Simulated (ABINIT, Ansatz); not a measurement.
Planning a run of ABINIT 10.8.3 on SrTiO3 (Tausonite). The input:

```
acell 3*1.0 Angstrom
rprim 
  3.905280000000 0.000000000000 0.000000000000
  0.000000000000 3.905280000000 0.000000000000
  0.000000000000 0.000000000000 3.905280000000
ntypat 3
znucl 38 22 8
natom 5
typat 1 2 3 3 3
xred 
  0.500000000000 0.500000000000 0.500000000000
  0.000000000000 0.000000000000 0.000000000000
  0.500000000000 0.000000000000 0.000000000000
  0.000000000000 0.500000000000 0.000000000000
  0.000000000000 0.000000000000 0.500000000000
pp_dirpath "pseudos"
pseudos "Sr.upf, Ti.upf, O.upf"
ecut 38
ngkpt 4 4 4
nshiftk 1
shiftk 0 0 0
kptopt 1
chksymbreak 0
istwfk *1
occopt 1
irdwfk 1
optdriver 4
nband 238
gwcalctyp 0
ecutsigx 38
symsigma 1
nkptgw 2
kptgw 
  0.5000000000 0.5000000000 0.5000000000
  0.0000000000 0.0000000000 0.0000000000
bdgw 
  18 23
  18 23
ecuteps 7.8
irdscr 1
ppmodel 4
indata_prefix "in"
outdata_prefix "out"
tmpdata_prefix "tmp"
```

```sh
OMP_NUM_THREADS=1 mpirun -n 8 abinit run.abi > log
```

How long will it take on 8 MPI ranks of Arm Neoverse N1, shared host, and how much memory?

It took 28 s; on shared hardware allow 14 s to 57 s. Peak host memory was 2.5 GiB.

[Paths, hosts, dates, memory and timing lines, banners, echoed tables and standing remarks are left out of the program output.]

[Logs are printed without paths, hosts, clocks, repeated set-up lines and the standing remarks that a program may print on its own settings, such as how far it seeks lower states.]

[Runs of the session that timed out or met a known fault of the program may be left out.]

[Hosts, paths, dates, database ids (printed as entryN), source tags and the programs' standing remarks are cut or masked in the printed files.]

[G0W0 gaps are taken among the corrected bands and points alone; a level outside them can change the order at an edge.]

[Where Ansatz stands beside ABINIT at settings called matched, ABINIT's density can come from a denser mesh and the files from another edition; pairs whose starting gaps differed by over 0.03 eV were left out, so agreement reads better than it is.]
